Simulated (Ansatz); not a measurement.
# Alpha-Ga2S3 ferroelectric layer monolayer in a perpendicular field, part 2 of 2

Wanted: the out-of-plane response of the alpha-Ga2S3 ferroelectric layer monolayer. A positive field points along +c.

Ansatz 0.2.0; plane-wave DFT, PBE-D3(BJ), Ansatz PAW.

So far. Step 2 (Relaxing the slab): The lattice constant a goes from 3.650 to 3.605 Å.

### Step 3. Atoms held, field 0

A sawtooth potential applies the field, turning back in the middle of the vacuum. With the dipole correction the typed value is the field outside the slab. The induced dipole is small, so the SCF threshold is tight.

The cell differs from the one that the last finished run ended in (c 43.404 → 23.945 Å).

Input file input.yaml:

```yaml
crystal:
  lattice:
    - [3.6045491264, 0.0, 0.0]
    - [-1.8022745632, 3.1216311127, 0.0]
    - [0.0, 0.0, 23.9448605613]
  atoms:
    - { symbol: S, position: [0.0, 0.0, 0.3758635377] }
    - { symbol: Ga, position: [0.3333333333, 0.6666666667, 0.4201738387] }
    - { symbol: S, position: [0.3333333333, 0.6666666667, 0.5121517238] }
    - { symbol: Ga, position: [0.6666666667, 0.3333333333, 0.5762549522] }
    - { symbol: S, position: [0.0, 0.0, 0.6241364623] }
kpoints:
  mp_grid: { grid: [18, 18, 1] }
  band_path:
    path: [[0, 0, 0], [0.5, 0, 0], [0.33333333, 0.33333333, 0], [0, 0, 0]]
    npoints: 16
hamiltonian:
  xc: pbe
  dispersion: d3bj
scf:
  occupations: { method: fermi_dirac, width: 0.02585 }
  convergence: { dr2_threshold: 1.0e-10 }
efield:
  axis: 3
  dipole_correction: true
  ramp_position: 0.97
  ramp_width: 0.06
  amplitude: 0
output:
  dos: { projected: true, e_range: [-6, 5] }
  write_potential: true
  write_density: true
  volumetric_format: npy
  elf: true
```

On the command line:

```sh
$ ansatz run input.yaml --threads 2 --pin off --max-ram 3072MiB --backend cpu --events-out ev --progress --plain --runs-dir out
```

Numbers of over 12 decimals in the logs are rounded to 6 here.

Log:

```text
[...]
Crystal: 5 atoms, lattice volume = 269.429 Å³
Basis set: ecut = 420 eV, 5169 PW (Γ)
Bands: 27, of which v1, the nominal top of the filled ones, is band 22 counted from 1 (21 counted from 0)
Symmetry: 6 space group operations
[...]
k-points: 37 of 324 (time reversal used)
[...]
SCF iter   1: F=—  HF=-10276.429658 eV  |F-HF|=—  |Δ(HF+E_count)|=         —  Δρ=1.16e-3  dr2=1.67e-2  ethr=1.77e-3  p=-0.075 e·Å  D=-5.02e-2 V/Å  ΔV_dip=1.20 eV  dr2_dipole=6.11e-3  V_vac-E_F(+/−)=5.77/4.57 eV  ⟨swp⟩=9.1  Hψ=5433  notcnv=0
efield: sawtooth ramp at fractional position 0.9700 (set: `efield.ramp_position`, or a place that a band, a saddle search or an elastic batch's reference lends), width 0.0600; the density the first Hamiltonian is built on has a dipole p = -0.075 e·Å; the dipole correction subtracts the counter field D = -5.02e-2 V/Å, which shifts the + side's vacuum level by +1.20 eV against the − side's; the planar-averaged density in the ramp window peaks in size at 5.8e-6 e/Å³
[...]
SCF iter   2: F=—  HF=-10276.435525 eV  |F-HF|=—  |Δ(HF+E_count)|=   5.87e-3  Δρ=1.08e-3  dr2=2.84e-2  ethr=3.79e-5  p=-0.107 e·Å  D=-7.19e-2 V/Å  ΔV_dip=1.72 eV  dr2_dipole=1.04e-2  V_vac-E_F(+/−)=6.03/4.30 eV  ⟨swp⟩=3.2  Hψ=2354  notcnv=0  defer=37
[...]
SCF iter  11: F=-10276.432303 eV  HF=-10276.432303 eV  |F-HF|=1.27e-11  |Δ(HF+E_count)|=  1.67e-10  Δρ=5.66e-8  dr2=1.16e-11  ethr=1.00e-12  p=-0.090 e·Å  D=-6.08e-2 V/Å  ΔV_dip=1.45 eV  dr2_dipole=1.22e-14  V_vac-E_F(+/−)=5.89/4.43 eV  ⟨swp⟩=10.5  Hψ=3164  notcnv=0
SCF 1 converged in 11 iterations: F = -10276.432303 eV  dr2 = 1.16e-11
[...]
NSCF: frozen V_eff on 49 k-points
efield: sawtooth ramp at fractional position 0.9700 (kept from the solve that this one continues, or follows in the run), width 0.0600; the density the first Hamiltonian is built on has a dipole p = -0.090 e·Å; the dipole correction subtracts the counter field D = -6.08e-2 V/Å, which shifts the + side's vacuum level by +1.45 eV against the − side's; the planar-averaged density in the ramp window peaks in size at 1.8e-6 e/Å³
[...]
SCF converged after 11 iterations
Free energy (F): -10276.432303 eV
[...]
Internal energy: -10276.432303 eV  (E = F + TS)
E sigma→0 (E₀):  -10276.432303 eV
Fermi energy:    -0.546376 eV
Dipole field:    D = -0.060760 V/Å  (p = -0.090469 e·Å, saw-weighted, corrected)
Work function:   Φ+ = 5.8854 eV   Φ− = 4.4305 eV
Levels:          The Fermi level and band energies are counted from a zero that moves with the ramp; work functions are not
[...]
--- Band table (eV; the first three rows and the last of 37) ---
  k-point 0: bands = [... 18 lower, -1.7688, -1.7688, -1.6583, -1.6583, 0.3130, 1.6479, 3.0537, 3.4670, ... 1 higher]
  k-point 1: bands = [... 18 lower, -2.0881, -1.9423, -1.7078, -1.5512, 0.5059, 1.8095, 3.1869, 3.3599, ... 1 higher]
  k-point 2: bands = [... 18 lower, -2.4703, -2.2059, -1.9803, -1.4742, 0.9036, 2.0777, 3.0061, 3.6665, ... 1 higher]
  k-point 36: bands = [... 18 lower, -4.2420, -3.9133, -3.3785, -1.8689, 1.0680, 1.8310, 3.2849, 4.2309, ... 1 higher]
```

Elapsed: 27 s, on 2 threads of Arm Neoverse V1, shared host; peak memory 0.61 GiB.

In the SCF lines HF is the Harris–Foulkes energy and dr2 the Hartree energy of the density residual, in eV; the loop may stop once dr2 is under the threshold and the program's other checks hold. Hψ counts applications of the Hamiltonian.

This step gave:

- gap on the k-mesh: 1.774 eV
- dipole along the normal: -0.09047 e·Å
- gap along the path: 1.772 eV
- smallest direct gap along the path: 1.971 eV
- step between the vacuum levels: 1.455 eV
- ionisation energy, upper face: 6.798 eV
- electron affinity, upper face: 5.026 eV
- ionisation energy, lower face: 5.343 eV
- gap, the smaller of path and mesh: 1.772 eV

Running mean over a fixed 2.5 Å (it still follows the layers) of the planar mean; the ramp of the sawtooth is left out. Table of electron's electrostatic potential energy less the Fermi level by z:

| z (Å) | electron's electrostatic potential energy less the Fermi level (eV) |
| --- | --- |
| 3.0 | 4.43 |
| 3.5 | 4.43 |
| 4.0 | 4.43 |
| 4.5 | 4.43 |
| 5.0 | 4.43 |
| 5.5 | 4.43 |
| 6.0 | 4.41 |
| 6.5 | 4.32 |
| 7.0 | 3.89 |
| 7.5 | 2.34 |
| 8.0 | -0.0855 |
| 8.5 | -2.75 |
| 9.0 | -4.88 |
| 9.5 | -6.16 |
| 10.0 | -5.45 |
| 10.5 | -3.88 |
| 11.0 | -2.89 |
| 11.5 | -2.50 |
| 12.0 | -2.34 |
| 12.5 | -3.29 |
| 13.0 | -4.46 |
| 13.5 | -5.06 |
| 14.0 | -5.22 |
| 14.5 | -4.73 |
| 15.0 | -3.01 |
| 15.5 | -0.801 |
| 16.0 | 1.76 |
| 16.5 | 4.05 |
| 17.0 | 5.45 |
| 17.5 | 5.79 |
| 18.0 | 5.87 |
| 18.5 | 5.88 |
| 19.0 | 5.88 |
| 19.5 | 5.89 |
| 20.0 | 5.89 |
| 20.5 | 5.89 |

The density of states has structure finer than the step of the table below, so its rows give means over 0.25 eV, whole bins alone (the curve runs from -6 to 2.85 eV). Peaks (eV: height): -5.060: 8.62, -4.540: 5.75, -4.430: 5.85, -3.220: 5.18, -1.780: 11.7, -1.370: 11.6, 1.660: 5.05.

The density of states by energy, zero at the Fermi level of the run, which the smearing sets inside the gap; means over each step:

energy (eV), density of states (states/eV a cell) and a bar:
```
    -5.75        0.7 ####
    -5.50        0.9 #####
    -5.25        1.5 ########
    -5.00        5.4 ##############################
    -4.75        2.5 ##############
    -4.50        4.0 ######################
    -4.25        3.2 ##################
    -4.00        2.5 ##############
    -3.75        2.9 ################
    -3.50        3.4 ###################
    -3.25        3.9 #####################
    -3.00        3.6 ####################
    -2.75        2.8 ###############
    -2.50        2.2 ############
    -2.25        2.2 #############
    -2.00        2.8 ################
    -1.75        3.9 ######################
    -1.50        3.4 ###################
    -1.25        4.4 ########################
    -1.00        1.9 ###########
    -0.75        0.0 
    -0.50        0.0 
    -0.25        0.0 
     0.00        0.0 
     0.25        0.0 
     0.50        0.0 
     0.75        0.0 
     1.00        0.8 ####
     1.25        1.2 #######
     1.50        2.3 #############
     1.75        3.9 ######################
     2.00        2.5 ##############
     2.25        2.5 ##############
     2.50        2.5 ##############
```

Projected DOS per atom over height of the atomic layer and energy from the Fermi level. Layers: S Ga S Ga S from below.

Ten even steps from '_' (0.00 states/eV) to '@' (2.26 states/eV), each cell a mean:
```
..::..::..
::--....__
--==..--::
..::__....
__________
__________
__________
__________
__________
____==__--
____##__%%
____==__@@
..__--__==
..__--..--
++__==..--
##..--..--
**....__..
++..::..::
++::::..::
==::**::::
..________
__________
```
Columns: height of the atomic layer (Å) from 9 to 14.9 (not evenly spaced); rows upwards: energy from the Fermi level (eV) from -5.96 to 2.77.

The electronic bands at the labelled points (eV, zero at the Fermi level of the run, which the smearing sets inside the gap):

| point | band 19 | band 20 | band 21 | band 22 | band 23 | band 24 | band 25 | band 26 |
| --- | --- | --- | --- | --- | --- | --- | --- | --- |
| Γ | -1.22 | -1.22 | -1.11 | -1.11 | 0.86 | 2.19 | 3.60 | 4.01 |
| halfway | -2.58 | -2.36 | -1.79 | -0.98 | 1.62 | 2.26 | 3.17 | 4.54 |
| M | -3.24 | -3.00 | -1.76 | -1.19 | 0.93 | 1.31 | 2.40 | 4.30 |
| halfway | -3.45 | -3.29 | -2.24 | -1.38 | 1.57 | 2.03 | 3.22 | 4.45 |
| K | -3.70 | -3.37 | -2.83 | -1.32 | 1.61 | 2.38 | 3.83 | 4.78 |
| halfway | -3.41 | -2.06 | -1.80 | -1.48 | 2.07 | 2.65 | 3.53 | 4.00 |
| Γ | -1.22 | -1.22 | -1.11 | -1.11 | 0.86 | 2.19 | 3.60 | 4.01 |

Valence density in the ca plane at fractional y = 0.667, with atoms of Ga and S within 0.2 Å of it. It is the smooth field of the valence electrons, not physical close to the nuclei.

Values in e/Å³, 5 rows by 16 columns, each cell a mean:
```
 0  0  0  0  0  0  0  0  0  0  0  0  0  0  0  0
 0  0  0  0  0  0  0  0  0  0  0  0  0  0  0  0
 0  0  0  0  0  0  0  0  5  1  1  1  0  0  0  0
 0  0  0  0  0  0  0  0 13  3  1  1  0  0  0  0
 0  0  0  0  0  0  0  0  1  0  0  0  0  0  0  0
```
Columns run along c (16.0 Å, from fractional 0.06 to 0.73 of the cell), rows up along a (3.6 Å). Atoms in or near the plane, at fractional coordinates: Ga at (0.42, 0.33), S at (0.51, 0.33).

Electrostatic potential energy in the ca plane at fractional y = 0.667, with atoms of Ga and S within 0.2 Å of it. With pseudopotentials it is smooth inside the atoms' cores, unlike the true potential.

Ten even steps from '0' (-26 eV) to '9' (5 eV), each cell a mean:
```
99999999999999999998777888999998876777889999
99999999999999999998767888999998866677789999
99999999999999999998877778899888877777899999
99999999999999999999876445787546788888999999
99999999999999999999862001562001588999999999
99999999999999999998850000350000388999999999
99999999999999999999851000350000388999999999
99999999999999999999874113675213788899999999
99999999999999999998877667888778887888899999
```
Columns run along c (16.0 Å, from fractional 0.06 to 0.73 of the cell; values clipped at the 3rd and 97th percentile), rows up along a (3.6 Å). Atoms in or near the plane, at fractional coordinates: Ga at (0.42, 0.33), S at (0.51, 0.33).

ELF in the ca plane at fractional y = 0.667, with atoms of Ga and S within 0.2 Å of it. It is the smooth field of the valence electrons, not physical close to the nuclei.

Ten even steps from '0' (0.00) to '9' (0.86), each cell a mean:
```
00000000000000012467887631012232223588876420
00000000000000013578887631000111123689987521
00000000000000001357777532124565323578775310
00000000000000000123454322368999621344432100
00000000000000000001222112489779841011000000
00000000000000000000121001488216851000000000
00000000000000000000121001488447841000000000
00000000000000000012332222479999831122211000
00000000000000001245665422247898422466654210
```
Columns run along c (16.0 Å, from fractional 0.06 to 0.73 of the cell), rows up along a (3.6 Å). Atoms in or near the plane, at fractional coordinates: Ga at (0.42, 0.33), S at (0.51, 0.33).

The gap is 1.77 eV, with the valence edge 6.80 eV and the conduction edge 5.03 eV under the upper vacuum level.

### Step 4. Atoms held, field 0.1 V/Å

input.yaml: that of step 3 with these lines changed.

```diff
@@ -27,5 +27,4 @@
   ramp_width: 0.06
-  amplitude: 0
+  amplitude: 0.1
 output:
-  dos: { projected: true, e_range: [-6, 5] }
   write_potential: true
@@ -33,2 +32 @@
   volumetric_format: npy
-  elf: true
```

Log:

```text
[...]
Crystal: 5 atoms, lattice volume = 269.429 Å³
Basis set: ecut = 420 eV, 5169 PW (Γ)
Bands: 27, of which v1, the nominal top of the filled ones, is band 22 counted from 1 (21 counted from 0)
Symmetry: 6 space group operations
[...]
k-points: 37 of 324 (time reversal used)
[...]
k-point 0: bands = [... 18 lower, -1.7567, -1.7567, -1.6426, -1.6426, 0.2927, 1.6619, 3.0208, 3.2564, ... 1 higher]
  k-point 1: bands = [... 18 lower, -2.0711, -1.9285, -1.6951, -1.5372, 0.4856, 1.8230, 3.0890, 3.3286, ... 1 higher]
  k-point 2: bands = [... 18 lower, -2.4539, -2.1916, -1.9668, -1.4609, 0.8841, 2.0892, 2.9510, 3.5091, ... 1 higher]
  k-point 36: bands = [... 18 lower, -4.2307, -3.9299, -3.3658, -1.8488, 1.0687, 1.8159, 3.2770, 4.2230, ... 1 higher]
[key lines of the parts left out:]
SCF converged after 14 iterations
Free energy (F): -10276.425586 eV
Fermi energy:    -0.547921 eV
Dipole field:    D = -0.029454 V/Å  (p = -0.043857 e·Å, saw-weighted, corrected)
```

Elapsed: 29 s, on 2 threads; peak memory 0.6 GiB.

The dipole is -0.0439 e·Å, 0.0466 e·Å from its value without field, and the gap 1.739 eV.

### Step 5. Atoms held, field -0.1 V/Å

input.yaml: that of step 4 with these lines changed.

```diff
@@ -27,3 +27,3 @@
   ramp_width: 0.06
-  amplitude: 0.1
+  amplitude: -0.1
 output:
```

Log:

```text
[...]
Crystal: 5 atoms, lattice volume = 269.429 Å³
Basis set: ecut = 420 eV, 5169 PW (Γ)
Bands: 27, of which v1, the nominal top of the filled ones, is band 22 counted from 1 (21 counted from 0)
Symmetry: 6 space group operations
[...]
k-points: 37 of 324 (time reversal used)
[...]
k-point 0: bands = [... 18 lower, -1.7836, -1.7836, -1.6730, -1.6730, 0.3320, 1.6330, 3.0533, 3.6158, ... 1 higher]
  k-point 1: bands = [... 18 lower, -2.1064, -1.9574, -1.7209, -1.5655, 0.5249, 1.7952, 3.2119, 3.3923, ... 1 higher]
  k-point 2: bands = [... 18 lower, -2.4871, -2.2212, -1.9943, -1.4881, 0.9217, 2.0655, 3.0433, 3.6664, ... 1 higher]
  k-point 36: bands = [... 18 lower, -4.2539, -3.8969, -3.3919, -1.8896, 1.0662, 1.8454, 3.2922, 4.2377, ... 1 higher]
[key lines of the parts left out:]
SCF converged after 14 iterations
Free energy (F): -10276.443679 eV
Fermi energy:    -0.547463 eV
Dipole field:    D = -0.092041 V/Å  (p = -0.137045 e·Å, saw-weighted, corrected)
```

Run time: 28 s. Hardware: 2 threads; peak memory 0.6 GiB; 56 s of CPU time.

The dipole is -0.137 e·Å, -0.0466 e·Å from its value without field, and the gap 1.805 eV.

### Step 6. Response, atoms held

This step: plane-wave DFT, PBE-D3(BJ), Ansatz PAW; response to a field along the normal, atoms held (Ansatz 0.2.0).

The dipoles give the slope, and the difference of two potentials shows where the field is screened.

Numbers from this step:

| Quantity | Value |
| --- | --- |
| equivalent conductor thickness p/(ε₀AE) | 7.493 Å |
| distance between the outer atoms | 5.945 Å |

Table of dipole of the cell by applied field:

| applied field (V/Å) | dipole of the cell (e·Å) |
| --- | --- |
| -0.1000 | -0.137 |
| 0.0000 | -0.0905 |
| 0.1000 | -0.0439 |

Local field over the applied field, running mean. From the potentials at -0.1 and 0.1 V/Å; running mean over 2.5 Å. Local field over applied field against z:

| z (Å) | local field over applied field |
| --- | --- |
| 5 | 0.997 |
| 6 | 0.973 |
| 7 | 0.829 |
| 8 | 0.503 |
| 9 | 0.194 |
| 10 | 0.119 |
| 11 | 0.116 |
| 12 | 0.0706 |
| 13 | 0.0681 |
| 14 | 0.0904 |
| 15 | 0.203 |
| 16 | 0.525 |
| 17 | 0.846 |
| 18 | 0.977 |
| 19 | 0.998 |

Electrons, planar mean, per unit field. Induced electron density against z:

| z (Å) | induced electron density (e/Å³ per V/Å) |
| --- | --- |
| 4.5 | 3.3e-6 |
| 5.0 | 1.1e-5 |
| 5.5 | 3.7e-5 |
| 6.0 | 1.2e-4 |
| 6.5 | 3.5e-4 |
| 7.0 | 9.5e-4 |
| 7.5 | 0.00223 |
| 8.0 | 0.00355 |
| 8.5 | 0.00231 |
| 9.0 | 9.8e-4 |
| 9.5 | 4.0e-5 |
| 10.0 | -0.00145 |
| 10.5 | -4.0e-4 |
| 11.0 | 0.00121 |
| 11.5 | 4.4e-4 |
| 12.0 | 7.3e-4 |
| 12.5 | -1.3e-4 |
| 13.0 | -0.00175 |
| 13.5 | 4.4e-4 |
| 14.0 | 0.00109 |
| 14.5 | -4.0e-4 |
| 15.0 | -9.5e-4 |
| 15.5 | -0.00263 |
| 16.0 | -0.00350 |
| 16.5 | -0.00204 |
| 17.0 | -8.3e-4 |
| 17.5 | -3.0e-4 |
| 18.0 | -9.9e-5 |
| 18.5 | -3.0e-5 |
| 19.0 | -8.8e-6 |
| 19.5 | -2.4e-6 |

The smaller of the gaps on the path and on the k-mesh, counted as 0 under 0.03 eV. Table of gap by applied field:

| applied field (V/Å) | gap (eV) |
| --- | --- |
| -0.1000 | 1.80 |
| 0.0000 | 1.77 |
| 0.1000 | 1.74 |

By hand: between -0.1 and 0.1 V/Å the dipole changes by 0.09319 e·Å, a slope of 0.4659 e·Å²/V. A perfect conductor of thickness t has p = ε₀AEt, so t = 180.95 × 0.4659 / 11.252 = 7.49 Å (e/ε₀ = 180.95 V·Å, A in Å²).

The induced dipole is that of a conductor 7.49 Å thick.

### Step 7. Results

```json
{
  "gap without field": "1.77 eV",
  "ionisation energy, upper face": "6.80 eV",
  "electron affinity, upper face": "5.03 eV",
  "step between the vacuum levels": "1.45 eV",
  "equivalent conductor thickness, atoms held": "7.49 Å"
}
```

What this shows: The induced dipole equals that of a perfect conductor 7.49 Å thick, while the outer atoms lie 5.94 Å apart; an out-of-plane ε follows only once a thickness t is chosen, by 1 − 1/ε = 7.49 Å / t. The two faces differ: the vacuum level above lies 1.45 eV higher than the one below. The gap goes from 1.77 eV to 1.80 eV at -0.1 V/Å. Semilocal functionals give gaps that are too small, and excitons are not included. Spin-orbit coupling is left out.

[Logs are printed without paths, hosts, clocks, repeated set-up lines and the standing remarks that a program may print on its own settings, such as how far it seeks lower states.]

[Hosts, paths, dates, database ids (printed as entryN), source tags and the programs' standing remarks are cut or masked in the printed files.]

[Maps of the electrostatic potential energy from Ansatz leave out the sawtooth potential of an applied field or a dipole correction, so their vacuum need not be flat; planar profiles and work functions include it.]

[The density of states shown here was stored with 400 of the rows of the run's finer table, so its peaks can read low, often by over a quarter, or be missed, and its means over a window can be off by a tenth or more.]
